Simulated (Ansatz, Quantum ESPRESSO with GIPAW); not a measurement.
# From a field gradient to a quadrupolar line: 27Al in AlN

A plane-wave PAW calculation (PBE, Ansatz) gives this electric field gradient, in 10²¹ V/m² and Cartesian axes, at one Al site of AlN (atom 1; AlN4; site symmetry 3m):

```
     -0.2425        0.0000        0.0000
      0.0000       -0.2425        0.0000
      0.0000        0.0000        0.4849
```

27Al has spin 5/2, Q = 0.1466 barn and |γ|/2π = 11.1031 MHz/T. The cell is the P6_3mc form of a database entry, atoms relaxed, static and at 0 K. 

**Task.** Find C_Q, η_Q and ν_Q, and the shift and width of the central transition under fast MAS at 14.1 T and 16.4 T.

1. The tensor is symmetric and traceless. Its eigenvalues, ordered by size, are V_xx = -0.2425, V_yy = -0.2425 and V_zz = 0.4849.

2. η_Q = (V_xx − V_yy)/V_zz = 0.000.

3. C_Q = eQV_zz/h. One unit of 10²¹ V/m² with one barn gives 24.18 MHz, so C_Q = 24.18 × 0.1466 × 0.4849 = 1.719 MHz. A spectrum shows its size, not its sign.

4. ν_Q = 3C_Q/[2I(2I−1)] = 0.258 MHz in size, and P_Q = |C_Q|√(1 + η²/3) = 1.719 MHz.

5. The resonances lie at ν0 = 156.55 and 182.09 MHz, so ν_Q/ν0 is 0.002 at most and second order holds. The centre of gravity moves by δ_Q = −(3/40)(P_Q/ν0)² F × 10⁶ ppm, with F = [I(I+1) − 3/4]/[I²(2I−1)²] = 0.08: -0.723 ppm at 14.1 T and -0.535 ppm at 16.4 T.

6. Summing the second-order term over orientations gives a full width of 1.55 ppm (0.24 kHz) and 1.15 ppm (0.21 kHz). In ppm both fall as 1/B²: (14.1/16.4)² = 0.739. The spinning rate must pass the static width for this shape to show cleanly.

[Banner, clock, file and message-heading lines were taken out of the pw.x and gipaw.x logs.]

[Logs are printed without paths, hosts, clocks, repeated set-up lines and the standing remarks that a program may print on its own settings, such as how far it seeks lower states.]

[Hosts, paths, dates, database ids (printed as entryN), source tags and the programs' standing remarks are cut or masked in the printed files.]
